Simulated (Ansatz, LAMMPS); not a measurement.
# Glassy 62GeO2-38BaO (mol %) (76 atoms): where an added charge goes, part 3 of 4

Does an extra electron or hole in glassy 62GeO2-38BaO (mol %) (76 atoms) stay spread out, or do the atoms trap it?

Ansatz 0.2.0; Kohn-Sham DFT, LDA, PAW (set soft_1), plane waves; PAW set soft_1.

The cell: 18 Ge, 11 Ba and 47 O. The quench rate of 20 K/ps is orders of magnitude faster than experiment. The network of bonds at the start is that of the classical potential that made the cell. Sampling is at Γ alone, for a cell whose shortest periodic width is 11 Å. Spin–orbit coupling is left out.

So far. Step 3 (Relaxation): The relaxation converged after 48 steps, 7.63 eV below its start, with a largest force component of 0.026 eV/Å. Step 5 (An extra electron, atoms held): An extra electron, atoms held: the energy stands 7.55 eV above that of the reference, with a moment of 0.19 μB. An odd electron should give 1 μB; this run ended with the carrier shared between both spins.

## Step 6: An extra electron, atoms relaxed

The atoms now respond to the charge; the energy gained comes from screening by the atoms, from trapping if the charge localises, and from any strain left in the reference.

File input.yaml:

```yaml
crystal:
  lattice:
    - [10.82987, 0.0, 0.0]
    - [0.0, 10.82987, 0.0]
    - [0.0, 0.0, 10.82987]
  atoms:
    [... the 76 atom lines of step 4 ...]
total_charge: -1
kpoints:
  mp_grid: { grid: [1, 1, 1] }
hamiltonian:
  xc: lda
  pseudopotentials: { kind: paw, azcp: { folder: soft_1 }, xc_functional: pbe }
scf:
  occupations: { method: fermi_dirac, width: 0.01 }
  lower_state_search: "off"
output:
  forces: true
magnetization:
  spin_polarized: true
  initial_magnetization: 1
relax:
  f_tol: 0.05
  max_steps: 90
```

Launch:

```sh
ansatz run input.yaml --threads 4 --pin off --max-ram 8192MiB --backend cpu --events-out ev --progress --plain --runs-dir out
```

The program printed:

```text
[...]
Crystal: 76 atoms, lattice volume = 1270.193 Å³
Basis set: ecut = 420 eV, 24837 PW (Γ)
Bands: 399, of which v1, the nominal top of the filled ones, is band 323 counted from 1 (322 counted from 0)
Symmetry: 1 space group operations
[...]
k-points: 1
[...]
Starting moments: Σ|m| = 1 μB on 76 of 76 sites
[...]
SCF iter   1: F=—  HF=-165637.169576 eV  |F-HF|=—  |Δ(HF+E_count)|=         —  Δρ=4.55e-2 (↑4.31e-2 ↓4.55e-2)  dr2=4.14e2  dr2_m=1.03e-1  M=1.000 μB ∫|m|=1.096 μB  β_m=1.00  ethr=3.10e-3  ⟨swp⟩=10.5  Hψ=4236  notcnv=0  defer=122
[...]
SCF iter   4: F=—  HF=-165588.324959 eV  |F-HF|=—  |Δ(HF+E_count)|=    1.50e1  Δρ=7.76e-3 (↑7.76e-3 ↓7.63e-3)  dr2=4.98e0  dr2_m=2.38e-2  M=0.478 μB ∫|m|=0.520 μB  β_m=0.30  ethr=3.10e-3  ⟨swp⟩=7.0  Hψ=1333  notcnv=0  defer=144
[...]
SCF iter   8: F=—  HF=-165586.577463 eV  |F-HF|=—  |Δ(HF+E_count)|=   1.09e-3  Δρ=6.49e-4 (↑6.41e-4 ↓6.49e-4)  dr2=1.20e-2  dr2_m=2.05e-3  M=0.391 μB ∫|m|=0.422 μB  β_m=0.30  ethr=4.61e-6  ⟨swp⟩=7.0  Hψ=1234  notcnv=0  defer=144
[...]
SCF iter  10: F=—  HF=-165586.582230 eV  |F-HF|=—  |Δ(HF+E_count)|=   3.45e-3  Δρ=1.12e-4 (↑9.76e-5 ↓1.12e-4)  dr2=7.96e-4  dr2_m=7.68e-6  M=0.364 μB ∫|m|=0.395 μB  β_m=0.69  ethr=1.12e-6  ⟨swp⟩=4.5  Hψ=1317  notcnv=0  defer=144
[...]
SCF iter  16: F=-165586.582472 eV  HF=-165586.582472 eV  |F-HF|=2.00e-7  |Δ(HF+E_count)|=   1.85e-6  Δρ=8.60e-6 (↑7.10e-6 ↓8.60e-6)  dr2=6.85e-7  dr2_m=5.35e-7  M=0.310 μB ∫|m|=0.336 μB  β_m=0.96  ethr=9.50e-11  ⟨swp⟩=1.0  Hψ=2348  notcnv=0
SCF iter  17: F=-165586.582474 eV  HF=-165586.582474 eV  |F-HF|=1.02e-7  |Δ(HF+E_count)|=   1.82e-6  Δρ=6.19e-6 (↑6.19e-6 ↓5.86e-6)  dr2=2.34e-7  dr2_m=3.57e-7  M=0.296 μB ∫|m|=0.321 μB  ethr=9.50e-11  ⟨swp⟩=1.0  Hψ=2276  notcnv=0
SCF 1 converged in 17 iterations: F = -165586.582474 eV  dr2 = 2.34e-7
[...]
relax step   1: F+E_penalty+E_count = -165586.58247361 eV  Δ(F+E_penalty+E_count) = +0.000e0 eV  max|allowed force component| = 2.355e-1 eV/Å  Δτ_max = 0.0000 Å  (17 SCF iters, dr2 threshold 6.25e-5 eV, accepted)
[...]
relax step   2: F+E_penalty+E_count = -165586.58431316 eV  Δ(F+E_penalty+E_count) = -1.840e-3 eV  max|allowed force component| = 3.684e-1 eV/Å  Δτ_max = 0.0559 Å  (12 SCF iters, dr2 threshold 3.46e-6 eV, accepted)
[...]
relax step   3: F+E_penalty+E_count = -165586.61345442 eV  Δ(F+E_penalty+E_count) = -2.914e-2 eV  max|allowed force component| = 9.429e-2 eV/Å  Δτ_max = 0.0351 Å  (10 SCF iters, dr2 threshold 8.48e-6 eV, accepted)
[...]
relax step   4: F+E_penalty+E_count = -165586.51960215 eV  Δ(F+E_penalty+E_count) = +9.385e-2 eV  max|allowed force component| = 3.428e-1 eV/Å  Δτ_max = 0.2000 Å  (18 SCF iters, rejected (line search))
[...]
relax step   5: F+E_penalty+E_count = -165586.61994572 eV  Δ(F+E_penalty+E_count) = -6.491e-3 eV  max|allowed force component| = 2.237e-2 eV/Å  Δτ_max = 0.0312 Å  (23 SCF iters, accepted)
SCF converged after 23 iterations
Magnetization: 0.3339 μB (322.6670 up, 322.3330 down)
Absolute magnetization: 0.3472 μB (∫|ρ↑−ρ↓|, with the PAW one-centre terms)
[...]
Per-site moments (μB) at R_I (Å): [(0.00282444, 0.720650), (0.00186238, 0.708333), (0.00106315, 0.698599), (0.00133237, 0.743960), (0.00304923, 0.722527), [...]
Free energy (F): -165586.619946 eV
[...]
Internal energy: -165586.607220 eV  (E = F + TS)
E sigma→0 (E₀):  -165586.613583 eV
Entropy (-TS):   -0.012726 eV (-0.167 meV/atom)
Fermi energy:    7.509419 eV
[...]
Σ components = -165586.619946   (vs F -165586.619946, Δ=0.00e0)
--- Forces (eV/Å), atoms counted from 1 ---
  atom   1  Ge     0.00744561     0.00491591     0.00617034
  atom   2  Ge    -0.00316150    -0.00313478    -0.00284617
  atom   3  Ge     0.00548646    -0.01281741     0.00209485
  atom   4  Ge    -0.00648650    -0.01137751     0.00864776
[...]
atom  76  O      0.00730117     0.00423538    -0.00981189
  max |Σ_I F_I| component: 1.53e-4 eV/Å
--- Relaxed structure (5 steps of the walk, 4 accepted, 0 SCFs on fresh bases) ---
  F+E_penalty+E_count = -165586.61994572 eV   max|allowed force component| = 2.237e-2 eV/Å
  atoms:
    - { symbol: Ge, position: [0.858830, 0.764492, 0.762881] }
    - { symbol: Ge, position: [0.492231, 0.321979, 0.268221] }
    - { symbol: Ge, position: [0.349155, 0.844172, 0.274004] }
    - { symbol: Ge, position: [0.723428, 0.149013, 0.378100] }
[...]
- { symbol: O, position: [0.673943, 0.447726, 0.508378] }
```

It took 3.8 min on 4 threads of Arm Neoverse V1, shared host; peak memory 2.6 GiB; 15 min of CPU time.

The relaxation converged after 5 steps, 0.0375 eV below its start, with a largest force component of 0.022 eV/Å.

An extra electron, atoms relaxed: the energy stands 7.52 eV above that of the reference, with a moment of 0.33 μB. An odd electron should give 1 μB; this run ended with the carrier shared between both spins.

## Step 7: An extra electron, levels at the relaxed geometry

A single point at the new geometry gives levels and spin density.

input.yaml, the sections that differ from step 6:

```yaml
crystal:
  lattice:
    - [10.82987, 0.0, 0.0]
    - [0.0, 10.82987, 0.0]
    - [0.0, 0.0, 10.82987]
  atoms:
    - { symbol: Ge, position: [0.85883, 0.76449, 0.76288] }
    - { symbol: Ge, position: [0.49223, 0.32198, 0.26822] }
    - { symbol: Ge, position: [0.34915, 0.84417, 0.274] }
    - { symbol: Ge, position: [0.72343, 0.14901, 0.3781] }
    - { symbol: Ge, position: [0.37265, 0.24959, 0.5472] }
    - { symbol: Ge, position: [0.5084, 0.98841, 0.47817] }
    [... 64 atom lines left out ...]
    - { symbol: O, position: [0.72667, 0.24371, 0.00703] }
    - { symbol: O, position: [0.92328, 0.33376, 0.13811] }
    - { symbol: O, position: [0.72334, 0.83684, 0.06237] }
    - { symbol: O, position: [0.09735, 0.29662, 0.40837] }
    - { symbol: O, position: [0.74226, 0.69163, 0.40111] }
    - { symbol: O, position: [0.67394, 0.44773, 0.50838] }
output:
  forces: true
  stress: true
  populations: intrinsic
  dos:
    method: { smearing: { sigma: 0.1 } }
    de: 0.1
    projected: { site_lists: { Ba: [Ba], Ge: [Ge], O: [O] } }
  eigenvalues: true
  write_density: true
  write_potential: true
  volumetric_format: npy
# total_charge, kpoints, hamiltonian, scf, magnetization: as in step 6
# relax: removed
```

The program printed:

```text
[...]
Crystal: 76 atoms, lattice volume = 1270.193 Å³
Basis set: ecut = 420 eV, 24837 PW (Γ)
Bands: 399, of which v1, the nominal top of the filled ones, is band 323 counted from 1 (322 counted from 0)
Symmetry: 1 space group operations
[...]
k-points: 1
[...]
Starting moments: Σ|m| = 1 μB on 76 of 76 sites
[...]
SCF iter   1: F=—  HF=-165637.687551 eV  |F-HF|=—  |Δ(HF+E_count)|=         —  Δρ=4.53e-2 (↑4.31e-2 ↓4.53e-2)  dr2=4.10e2  dr2_m=1.17e-1  M=1.000 μB ∫|m|=1.035 μB  β_m=1.00  ethr=3.10e-3  ⟨swp⟩=10.0  Hψ=4234  notcnv=0  defer=122
[...]
SCF iter  21: F=-165586.619946 eV  HF=-165586.619946 eV  |F-HF|=6.00e-9  |Δ(HF+E_count)|=   2.31e-8  Δρ=4.66e-7 (↑4.66e-7 ↓4.22e-7)  dr2=7.44e-9  dr2_m=4.18e-10  M=0.334 μB ∫|m|=0.362 μB  ethr=2.20e-12  ⟨swp⟩=6.5  Hψ=4715  notcnv=0
SCF 1 converged in 21 iterations: F = -165586.619946 eV  dr2 = 7.44e-9
[...]
SCF converged after 21 iterations
Magnetization: 0.3339 μB (322.6669 up, 322.3331 down)
Absolute magnetization: 0.3472 μB (∫|ρ↑−ρ↓|, with the PAW one-centre terms)
[...]
Per-site moments (μB) at R_I (Å): [(0.00282373, 0.720641), (0.00186193, 0.708322), (0.00106335, 0.698601), (0.0013319, 0.743943), (0.00304799, 0.722512), [...]
Free energy (F): -165586.619946 eV
[...]
Internal energy: -165586.607220 eV  (E = F + TS)
E sigma→0 (E₀):  -165586.613583 eV
Entropy (-TS):   -0.012726 eV (-0.167 meV/atom)
Fermi energy:    7.509413 eV
[...]
--- Forces (eV/Å), atoms counted from 1 ---
  atom   1  Ge     0.00810148     0.00656806     0.00564049
  atom   2  Ge    -0.00280697    -0.00355296    -0.00181431
  atom   3  Ge     0.00689195    -0.01308107     0.00345177
  atom   4  Ge    -0.00707640    -0.00996996     0.00891723
  atom   5  Ge     0.00287764    -0.00018908    -0.01315277
  atom   6  Ge    -0.00332091     0.00497647    -0.01370820
  atom   7  Ge    -0.00191755     0.00368490    -0.00033912
  atom   8  Ge    -0.00138067     0.00147536    -0.00968941
  atom   9  Ge     0.01263514     0.01212554     0.00892362
  atom  10  Ge     0.01336995    -0.01574679    -0.00145749
  atom  11  Ge    -0.01455499     0.00243076    -0.01531084
  atom  12  Ge     0.00987947    -0.00950107     0.01889617
  atom  13  Ge     0.00311764    -0.02234607     0.00160097
  atom  14  Ge    -0.00001562     0.01488275    -0.00096152
[...]
atom  75  O     -0.01055573    -0.00832299     0.00129442
  atom  76  O      0.00752432     0.00452970    -0.01028948
  max |Σ_I F_I| component: 1.64e-4 eV/Å
--- Stress (GPa, compression-positive) ---
       -4.089020       0.428414       0.817893
        0.428414      -2.110233       0.041260
        0.817893       0.041260      -3.098533
  P = ⅓ Tr σ = -3.0993 GPa (-30.993 kbar)
--- Band table (eV) ---
[...]
--- intrinsic populations: 76 sites ---
  site symbol       q [e]    m [muB]
     0     Ge     12.6384     0.0092
     1     Ge     12.7362     0.0057
     2     Ge     12.6833     0.0040
[...]
75      O      7.0565     0.0009
  spilling = 0.000000 (of n_electrons = 645.000000)
```

Wall time 1.7 min (4 threads); peak memory 2.7 GiB.

An extra electron, levels at the relaxed geometry: the energy stands 7.52 eV above that of the reference, with a moment of 0.33 μB. An odd electron should give 1 μB; this run ended with the carrier shared between both spins.

The levels nearest the highest filled one (over half full), pooled over k-points and spins:

```
level less the highest filled one (eV)  occupation
                                 -2.38           1
                                 -2.29           1
                                 -2.29           1
                                     0       0.667
                                0.0139       0.333
                                  1.19           0
                                  1.20           0
                                  1.51           0
```

Spin density in the ab plane at fractional z = 0.099, with atoms of Ge and Ba and O within 0.2 Å of it.

Values in units of 1e-3 e/Å³, 13 rows by 16 columns, each cell a mean:
```
 0.0  0.2  0.4  0.2  0.1  0.0  0.0  0.0  0.1  0.1  0.0  0.3  0.3  0.2  0.0  0.0
 0.0  0.2  0.5  0.3  0.2  0.1  0.0  0.0  0.0  0.0  0.0  0.2  0.2  0.1  0.0  0.1
 0.2  0.3  0.3  0.3  0.3  0.2  0.1  0.1  0.1  0.1  0.0  0.3  0.0  0.0  0.0  0.1
 0.3  0.3  0.3  0.3  0.3  0.2  0.3  0.6  0.4  0.1  0.3  0.4  0.1  0.0  0.1  0.2
 0.4  0.4  0.3  0.2  0.2  0.4  1.8  2.9  1.4  0.4  0.2  0.8  0.2  1.3 -0.1  0.3
 0.5  0.6  0.5  0.3  0.2  1.5  0.5 -0.4  1.7  0.7  0.1  0.2  0.1  0.6  0.2  0.4
 0.5  0.6  0.6  0.7  1.6  6.5  0.4  1.7  0.9  0.1  0.1  0.2  0.1  0.0  0.1  0.3
 0.3  0.4  0.5  0.6  0.4  0.0  0.1  0.3  0.3  0.2  0.2  0.2  0.1  0.1  0.1  0.1
 0.1  0.2  0.3  0.3  0.2  0.1  0.0  0.0  0.1  0.1  0.1  0.1  0.1  0.0  0.0  0.1
 0.0  0.1  0.2  0.2  0.1  0.1  0.0  0.0  0.0  0.1  0.0  0.0  0.1  0.1  0.1  0.1
 0.1  0.1  0.0  0.1  0.1  0.0  0.3  0.5  0.1  0.0  0.0  0.0  0.2 -0.2  0.1  0.1
 0.0  0.0  0.0  0.1  0.1  0.1  0.3  0.3  0.1  0.1  0.0  0.1  0.2  0.3  0.1  0.0
 0.0  0.1  0.1  0.0  0.0  0.1  0.3  0.2  0.1  0.1  0.0  0.1  0.2  0.1  0.0  0.0
```
Columns run along a (10.8 Å), rows up along b (10.8 Å). Atoms in or near the plane, at fractional coordinates: Ge at (0.44, 0.59), Ge at (0.85, 0.19), Ba at (0.22, 0.12), Ba at (0.59, 0.02), O at (0.86, 0.61), O at (0.31, 0.50).

## Step 8: Neutral at the geometry of the electron

The neutral cell at the new geometry gives the energy of that geometry without the charge.

input.yaml, the sections that differ from step 7:

```yaml
crystal:
  lattice:
    - [10.82987, 0.0, 0.0]
    - [0.0, 10.82987, 0.0]
    - [0.0, 0.0, 10.82987]
  atoms:
    [... the 76 atom lines of step 7 ...]
scf:
  occupations: { method: fixed }
output:
  forces: true
  stress: true
  populations: intrinsic
  dos:
    method: { smearing: { sigma: 0.1 } }
    de: 0.1
    projected: { site_lists: { Ba: [Ba], Ge: [Ge], O: [O] } }
  eigenvalues: true
# kpoints, hamiltonian: as in step 7
# total_charge: removed
# magnetization: removed
```

The program printed:

```text
[...]
Crystal: 76 atoms, lattice volume = 1270.193 Å³
Basis set: ecut = 420 eV, 24837 PW (Γ)
Bands: 398, of which v1, the nominal top of the filled ones, is band 322 counted from 1 (321 counted from 0)
Symmetry: 1 space group operations
[...]
k-points: 1
[...]
SCF iter   1: F=—  HF=-165642.529264 eV  |F-HF|=—  |Δ(HF+E_count)|=         —  Δρ=8.24e-2  dr2=3.12e2  ethr=3.10e-3  ⟨swp⟩=7.0  Hψ=1464  notcnv=0  defer=72
[...]
SCF iter  14: F=—  HF=-165594.098251 eV  |F-HF|=—  |Δ(HF+E_count)|=   4.98e-8  Δρ=4.12e-6  dr2=2.08e-7  ethr=1.39e-10  ⟨swp⟩=2.0  Hψ=549  notcnv=0  defer=72
SCF iter  15: F=-165594.098251 eV  HF=-165594.098251 eV  |F-HF|=2.21e-9  |Δ(HF+E_count)|=   1.79e-8  Δρ=1.54e-6  dr2=3.40e-8  ethr=1.55e-11  ⟨swp⟩=16.0  Hψ=2434  notcnv=0
SCF 1 converged in 15 iterations: F = -165594.098251 eV  dr2 = 3.40e-8
[...]
SCF converged after 15 iterations
Free energy (F): -165594.098251 eV
[...]
Internal energy: -165594.098251 eV  (E = F + TS)
E sigma→0 (E₀):  -165594.098251 eV
Fermi energy:    5.282582 eV
[...]
Σ components = -165594.098251   (vs F -165594.098251, Δ=0.00e0)
--- Forces (eV/Å), atoms counted from 1 ---
  atom   1  Ge    -0.05989708     0.04442940    -0.09021763
  atom   2  Ge     0.10582596    -0.08900992    -0.03361538
  atom   3  Ge     0.02505076     0.10956960     0.01918955
  atom   4  Ge     0.05961238    -0.01300573     0.00957063
[...]
atom  76  O     -0.02598712    -0.02556682     0.00573957
  max |Σ_I F_I| component: 1.43e-4 eV/Å
--- Stress (GPa, compression-positive) ---
       -4.547138       0.396803       0.933469
        0.396803      -2.380725       0.068571
        0.933469       0.068571      -3.504102
  P = ⅓ Tr σ = -3.4773 GPa (-34.773 kbar)
--- Band table (eV) ---
[...]
--- intrinsic populations: 76 sites ---
  site symbol       q [e]
     0     Ge     12.6140
     1     Ge     12.7191
     2     Ge     12.6701
[...]
75      O      7.0513
  spilling = -0.000000 (of n_electrons = 644.000000)
```

The job ended after 30 s (4 threads; peak memory 1.6 GiB).

Neutral at the geometry of the electron: the energy stands 0.0381 eV above that of the reference.

## Step 9: An extra hole, atoms held

The electron count changes by one with the atoms held: a vertical process, on a uniform background, with spin and a narrow Fermi–Dirac smearing. Its energy against the neutral cell hangs on the program's zero of potential.

Edit input.yaml of step 8 so:

```diff
@@ -6,3 +6,4 @@
   atoms:
-    [... the 76 atom lines of step 7 ...]
+    [... the 76 atom lines of step 4 ...]
+total_charge: 1
 kpoints:
@@ -13,3 +14,4 @@
 scf:
-  occupations: { method: fixed }
+  occupations: { method: fermi_dirac, width: 0.01 }
+  lower_state_search: "off"
 output:
@@ -23 +25,7 @@
   eigenvalues: true
+  write_density: true
+  write_potential: true
+  volumetric_format: npy
+magnetization:
+  spin_polarized: true
+  initial_magnetization: 1
```

The program printed:

```text
[...]
Crystal: 76 atoms, lattice volume = 1270.193 Å³
Basis set: ecut = 420 eV, 24837 PW (Γ)
Bands: 398, of which v1, the nominal top of the filled ones, is band 322 counted from 1 (321 counted from 0)
Symmetry: 1 space group operations
[...]
k-points: 1
[...]
Starting moments: Σ|m| = 1 μB on 76 of 76 sites
[...]
SCF iter   1: F=—  HF=-165647.220363 eV  |F-HF|=—  |Δ(HF+E_count)|=         —  Δρ=4.24e-2 (↑4.07e-2 ↓4.24e-2)  dr2=2.89e2  dr2_m=1.56e-1  M=1.000 μB ∫|m|=1.049 μB  β_m=1.00  ethr=3.10e-3  ⟨swp⟩=9.0  Hψ=3946  notcnv=0  defer=123
[...]
SCF iter   4: F=—  HF=-165602.614656 eV  |F-HF|=—  |Δ(HF+E_count)|=    1.34e1  Δρ=1.60e-2 (↑1.16e-2 ↓1.60e-2)  dr2=1.50e1  dr2_m=1.91e-1  M=0.999 μB ∫|m|=1.094 μB  β_m=0.30  ethr=3.10e-3  ⟨swp⟩=5.0  Hψ=1312  notcnv=0  defer=142
[...]
SCF iter  14: F=—  HF=-165599.129134 eV  |F-HF|=—  |Δ(HF+E_count)|=   4.09e-3  Δρ=2.92e-3 (↑8.44e-4 ↓2.92e-3)  dr2=2.00e-1  dr2_m=2.58e-2  M=0.987 μB ∫|m|=1.061 μB  β_m=0.30  ethr=1.80e-5  ⟨swp⟩=3.5  Hψ=727  notcnv=0  defer=142
[...]
SCF iter  16: F=—  HF=-165599.129295 eV  |F-HF|=—  |Δ(HF+E_count)|=   5.61e-2  Δρ=1.93e-3 (↑7.25e-4 ↓1.93e-3)  dr2=7.92e-2  dr2_m=1.23e-2  M=1.000 μB ∫|m|=1.075 μB  β_m=0.14  ethr=1.80e-5  ⟨swp⟩=4.0  Hψ=1044  notcnv=0  defer=142
[...]
SCF iter  39: F=-165599.128681 eV  HF=-165599.128681 eV  |F-HF|=3.96e-9  |Δ(HF+E_count)|=  2.62e-10  Δρ=5.33e-7 (↑2.15e-7 ↓5.33e-7)  dr2=6.13e-9  dr2_m=1.15e-9  M=1.000 μB ∫|m|=1.103 μB  β_m=0.26  ethr=1.68e-12  ⟨swp⟩=6.0  Hψ=3480  notcnv=0
SCF iter  40: F=-165599.128681 eV  HF=-165599.128681 eV  |F-HF|=1.40e-9  |Δ(HF+E_count)|=  4.07e-10  Δρ=3.58e-7 (↑1.56e-7 ↓3.58e-7)  dr2=2.45e-9  dr2_m=5.06e-10  M=1.000 μB ∫|m|=1.103 μB  ethr=1.00e-12  ⟨swp⟩=5.0  Hψ=3176  notcnv=0
SCF 1 converged in 40 iterations: F = -165599.128681 eV  dr2 = 2.45e-9
[...]
SCF converged after 40 iterations
Magnetization: 0.9998 μB (321.9999 up, 321.0001 down)
Absolute magnetization: 1.1032 μB (∫|ρ↑−ρ↓|, with the PAW one-centre terms)
[...]
Per-site moments (μB) at R_I (Å): [(-3.712431e-5, 0.716707), (-0.000171715, 0.706280), (1.119759e-5, 0.697043), (-0.000224719, 0.742688), (-3.775635e-5, [...]
Free energy (F): -165599.128681 eV
[...]
Internal energy: -165599.113878 eV  (E = F + TS)
E sigma→0 (E₀):  -165599.121280 eV
Entropy (-TS):   -0.014802 eV (-0.195 meV/atom)
Fermi energy:    4.841237 eV
[...]
Σ components = -165599.128681   (vs F -165599.128681, Δ=0.00e0)
--- Forces (eV/Å), atoms counted from 1 ---
  atom   1  Ge    -0.02871197     0.02241721     0.01203493
  atom   2  Ge    -0.23933849     0.11898899     0.08698794
  atom   3  Ge     0.05567200    -0.02443070     0.07040312
  atom   4  Ge    -0.10789894    -0.20669141     0.23706327
[...]
atom  76  O      0.15195651     0.05139062    -0.23715967
  max |Σ_I F_I| component: 1.18e-4 eV/Å
--- Stress (GPa, compression-positive) ---
       -3.490963       0.432746       0.922584
        0.432746      -1.364979       0.100605
        0.922584       0.100605      -2.459112
  P = ⅓ Tr σ = -2.4384 GPa (-24.384 kbar)
--- Band table (eV) ---
[...]
--- intrinsic populations: 76 sites ---
  site symbol       q [e]    m [muB]
     0     Ge     12.6017    -0.0001
     1     Ge     12.7102    -0.0028
     2     Ge     12.6594    -0.0002
[...]
75      O      6.9778     0.1262
  spilling = 0.000000 (of n_electrons = 643.000000)
```

Run time: 2 min. Hardware: 4 threads; peak memory 2.7 GiB.

An extra hole, atoms held: the energy stands 4.99 eV below that of the reference, with a moment of 1.00 μB.

The levels nearest the highest filled one (over half full), pooled over k-points and spins:

```
level less the highest filled one (eV)  occupation
                               -0.0902           1
                               -0.0568       0.998
                               -0.0312       0.974
                                     0       0.618
                                0.0084       0.411
                                  2.76           0
                                  2.76           0
                                  3.95           0
```

Spin density in the ab plane at fractional z = 0.098, with atoms of Ge and Ba and O within 0.2 Å of it.

Ten even steps from '0' (-0.17 × 1e-2 e/Å³) to '9' (9.14 × 1e-2 e/Å³), each cell a mean:
```
000000000000000000000000000000
000000000000000000000000000000
000000000000000000000000000000
000000000000000000000000000000
000000000000000000000000000000
000000000000000000000000000000
000000000000000000000000000000
000000000000000000000000000000
000000000000000000000000000000
000000000000000000000000000000
000000003410000000000000000000
000000005930000000000000000000
000000002951000000000000000000
000000000210000000000000000000
000000000000000000000000001100
000000000000000000000000003311
000000000000000000000000001022
000000000000110000000000000000
000000000000000000000000000000
000000000000000000000000000000
000000000000000000000000000000
000000000000000000000000000000
000000000000000000000000000000
000000000000000000000000000000
```
Columns run along a (10.8 Å), rows up along b (10.8 Å). Atoms in or near the plane, at fractional coordinates: Ge at (0.44, 0.59), Ge at (0.85, 0.20), Ba at (0.22, 0.12), Ba at (0.59, 0.02), O at (0.85, 0.61), O at (0.31, 0.50).

(Part 3 of 4 ends here.)

[Long decimals in the printed logs are rounded to 6 places.]

[Logs are printed without paths, hosts, clocks, repeated set-up lines and the standing remarks that a program may print on its own settings, such as how far it seeks lower states.]

[Hosts, paths, dates, database ids (printed as entryN), source tags and the programs' standing remarks are cut or masked in the printed files.]
